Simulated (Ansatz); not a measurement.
# Starting-point dependence of the GW gap of C4S5O (Pc)

One-shot GW is not self-consistent; how far does the start matter for C4S5O (Pc)?

Program: Ansatz 0.2.0. Level of theory: G0W0 on several functionals, plane waves, PAW. Results are calculated unless marked as measured.

This is a report of a sequence of runs, with most program output left out.

In doubt: masses and optical values from hybrid runs of this build are listed as unsure (step 4), which bears on the screening that GW takes from such a start.

### 1. Starting point

Symmetry: Pc, No. 7, monoclinic system. Conventional cell: a = 3.964 Å, b = 11.021 Å, c = 8.832 Å, α = 90.00°, β = 104.76°, γ = 90.00°. Nearest to C lie 3 S at 1.65 to 1.74 Å. Nearest to C lie 1 C at 1.37 Å and 2 S at 1.73 Å. C has 1 O at 1.21 Å and 2 S at 1.80 Å nearest. Nearest to S lie 1 C at 1.65 Å. S has 2 C at 1.73 to 1.74 Å nearest. Farther neighbours and most contacts between anions are not listed.

Geometry: measured cell, ions relaxed with PBE. The runs that relaxed it are not among those shown.

### 2. G0W0 on PBEsol

Now the one-shot GW correction: screening in the RPA, then the self-energy of the levels asked for. This step takes PAW set soft_1 files.

This step: G0W0 on PBEsol, plane waves, PAW; PAW set soft_1.

Input file input.yaml:

```yaml
crystal:
  lattice:
    - [3.9638, 0.0, 0.0]
    - [0.0, 11.0211, 0.0]
    - [-2.2503537532, 0.0, 8.5408209769]
  atoms:
    - { symbol: C, position: [0.9954444397, 0.1796739709, 0.3639247569] }
    - { symbol: C, position: [0.9954444397, 0.8203260291, 0.8639247569] }
    - { symbol: C, position: [0.4303161322, 0.201707041, 0.6372972353] }
    - { symbol: C, position: [0.4303161322, 0.798292959, 0.1372972353] }
    - { symbol: C, position: [0.7934383888, 0.3409955639, 0.8579692616] }
    - { symbol: C, position: [0.7934383888, 0.6590044361, 0.3579692616] }
    - { symbol: C, position: [0.3676703384, 0.3173331213, 0.5811982461] }
    - { symbol: C, position: [0.3676703384, 0.6826668787, 0.0811982461] }
    - { symbol: S, position: [0.7175656305, 0.1290236316, 0.2041229421] }
    - { symbol: S, position: [0.7175656305, 0.8709763684, 0.7041229421] }
    - { symbol: S, position: [0.2162793335, 0.0863359043, 0.5167550488] }
    - { symbol: S, position: [0.2162793335, 0.9136640957, 0.0167550488] }
    - { symbol: S, position: [0.7019628428, 0.181898402, 0.8234195846] }
    - { symbol: S, position: [0.7019628428, 0.818101598, 0.3234195846] }
    - { symbol: S, position: [0.0945683707, 0.3332646569, 0.3947420537] }
    - { symbol: S, position: [0.0945683707, 0.6667353431, 0.8947420537] }
    - { symbol: S, position: [0.5678526524, 0.4359530879, 0.6984529155] }
    - { symbol: S, position: [0.5678526524, 0.5640469121, 0.1984529155] }
    - { symbol: O, position: [-0.010268129, 0.3802644671, 0.9759479553] }
    - { symbol: O, position: [-0.010268129, 0.6197355329, 0.4759479553] }
kpoints:
  mp_grid: { grid: [4, 2, 2] }
hamiltonian:
  xc: pbesol
  pseudopotentials: { kind: paw, azcp: { folder: soft_1 }, xc_functional: pbe }
scf:
  occupations: { method: fixed }
gw:
  n_empty_bands: 977
  ecut_chi: 110.0
  qp_bands: [v4, c4]
  qp_kpoints: band_edges
  screening: { model: contour_deformation }
```

Started as:

```
$ ansatz run input.yaml --threads 2 --pin off --max-ram 92160MiB --backend cuda --events-out ev --progress --plain --runs-dir out --devices 1 --max-vram 13GiB
```

Elapsed: 87 s, on 1 × NVIDIA H100 80GB HBM3 (shared by 6 runs) with 2 threads of AMD EPYC 7R13 (Zen 3), shared host; peak memory 4.6 GiB.

Numbers from this step:

* bands summed: 1029
* RPA ε∞ on this mesh (eigenvalues): 2.596, 4.196, 5.272
* plane waves in the screening matrix: 983
* q-points in the mesh: 16
* G0W0 gap on the mesh: 2.937 eV
* k of the valence top: -0.5, -0.5, 0
* k of the conduction bottom: -0.5, 0, 0
* starting gap on the mesh: 1.537 eV
* Z at the valence top: 0.7453
* Z at the conduction bottom: 0.7562
* least direct G0W0 gap on the computed points: 3.013 eV

The gap on the mesh goes from 1.54 eV to 2.94 eV, a correction of +1.40 eV. Between the two edge states, bare exchange in place of the xc potential would open the gap by 6.02 eV, and correlation takes back 4.62 eV.

### 3. G0W0 on PBE

The same correction from a different start measures what one shot leaves open.

This step: G0W0 on PBE, plane waves, PAW; PAW set soft_1.

input.yaml: that of step 2 with these lines changed.

```diff
@@ -29,4 +29,4 @@
 hamiltonian:
-  xc: pbesol
-  pseudopotentials: { kind: paw, azcp: { folder: soft_1 }, xc_functional: pbe }
+  xc: pbe
+  pseudopotentials: { kind: paw, azcp: { folder: soft_1 } }
 scf:
```

Wall time 2 min (1 × NVIDIA H100 80GB HBM3 (shared by 6 runs) with 2 threads); peak memory 4.4 GiB.

This step gave:

```yaml
bands_summed: 1029
rpa_eps_infinity_on_this_mesh_eigenvalues: 2.528, 4.093, 5.150
plane_waves_in_the_screening_matrix: 983
q_points_in_the_mesh: 16
g0w0_gap_on_the_mesh: 2.992 eV
k_of_the_valence_top: -0.5, -0.5, 0
k_of_the_conduction_bottom: -0.5, 0, 0
starting_gap_on_the_mesh: 1.582 eV
z_at_the_valence_top: 0.7463
z_at_the_conduction_bottom: 0.7564
least_direct_g0w0_gap_on_the_computed_points: 3.067 eV
```

Against the run with 4×2×2 mesh, 977 empty bands, screening to 110 eV, PAW set soft_1 files on PBEsol, the gap moves by +0.06 eV, while the start moved by +0.05 eV.

### 4. G0W0 on HSE06

This step: G0W0 on HSE06, plane waves, PAW; PAW set soft_1.

input.yaml: that of step 3 with these lines changed.

```diff
@@ -29,3 +29,3 @@
 hamiltonian:
-  xc: pbe
+  xc: hse06
   pseudopotentials: { kind: paw, azcp: { folder: soft_1 } }
```

Run time: 5.8 min. Hardware: 1 × NVIDIA H100 80GB HBM3 (shared by 6 runs) with 2 threads; peak memory 5 GiB.

This step gave:

- bands summed: 1029
- RPA ε∞ on this mesh (eigenvalues): 2.283, 3.440, 4.213
- plane waves in the screening matrix: 983
- G0W0 gap on the mesh: 3.414 eV
- k of the valence top: -0.5, -0.5, 0
- k of the conduction bottom: -0.5, 0, 0
- starting gap on the mesh: 2.352 eV
- least direct G0W0 gap on the computed points: 3.491 eV

Against the run with 4×2×2 mesh, 977 empty bands, screening to 110 eV, PAW set soft_1 files on PBE, the gap moves by +0.42 eV, while the start moved by +0.77 eV.

### 5. The starts together

All on the 4×2×2 mesh with 977 empty bands and screening to 110 eV. Times are wall times on 1 × NVIDIA H100 80GB HBM3 (shared by 6 runs) with 2 threads of AMD EPYC 7R13 (Zen 3), shared host, good to a factor of about two.

| start | starting gap (eV) | shift (eV) | G0W0 gap (eV) | RPA ε∞ (harmonic mean) | Z (valence, conduction) | time |
| --- | --- | --- | --- | --- | --- | --- |
| PBEsol | 1.54 | +1.40 | 2.94 | 3.69 | 0.75, 0.76 | 87 s |
| PBE | 1.58 | +1.41 | 2.99 | 3.60 | 0.75, 0.76 | 2 min |
| HSE06 | 2.35 | +1.06 | 3.41 | 3.11 | 0.79, 0.80 | 5.8 min |

The parts of the quasiparticle energy at the two band edges (eV; QP = start + Σx + Σc − Vxc):

```
   run               edge  start      Σx     Σc     Vxc     Z    QP
PBEsol        valence top   3.39  -17.06   1.25  -15.11  0.75  2.70
PBEsol  conduction bottom   4.93   -9.08  -3.37  -13.16  0.76  5.64
   PBE        valence top   3.45  -17.13   1.26  -15.17  0.75  2.75
   PBE  conduction bottom   5.03   -9.15  -3.35  -13.22  0.76  5.74
 HSE06        valence top   2.95  -17.13   1.11  -15.54  0.79  2.47
 HSE06  conduction bottom   5.30   -8.79  -3.20  -12.57  0.80  5.89
```

For a hybrid start, Vxc holds its share of exact exchange.

### 6. Summary of results

| Quantity | Value |
| --- | --- |
| G0W0@PBEsol | 2.94 eV (start 1.54 eV) |
| G0W0@PBE | 2.99 eV (start 1.58 eV) |
| G0W0@HSE06 | 3.41 eV (start 2.35 eV) |
| known limits | not at the basis limit; coarse k mesh |

The starting gaps span 0.82 eV and the G0W0 gaps 0.48 eV. Between PBEsol and HSE06, 0.48 eV of the 0.82 eV survives, 59 %. HSE06 screens less than PBEsol (ε∞ 3.11 against 3.69). Of the 0.48 eV by which its G0W0 gap is higher, the correlation part gives +0.31 eV, and exchange with the one-particle terms, which follow the orbitals, +0.17 eV. The smallest correction, +1.06 eV, is on HSE06, the start nearest to reproducing itself. Bands and cutoff are finite, so the gap is not at the basis limit. The miss can reach some tenths of an eV and take either sign; the mesh is an error of its own. The 4×2×2 mesh is coarse for this cell (its supercell is 16 Å along the shortest edge). The RPA ε∞ on it, from the PBEsol start, is 2.60, 4.20 and 5.27; such meshes misread the long-range screening, most where the gap is narrow.

[Paths, hosts, dates, memory and timing lines, banners, echoed tables and standing remarks are left out of the program output.]

[Logs are printed without paths, hosts, clocks, repeated set-up lines and the standing remarks that a program may print on its own settings, such as how far it seeks lower states.]

[Runs of the session that timed out or met a known fault of the program may be left out.]

[Cells called generated may have been cut or substituted from an entry of the Crystallography Open Database or the Materials Project.]

[Hosts, paths, dates, database ids (printed as entryN), source tags and the programs' standing remarks are cut or masked in the printed files.]
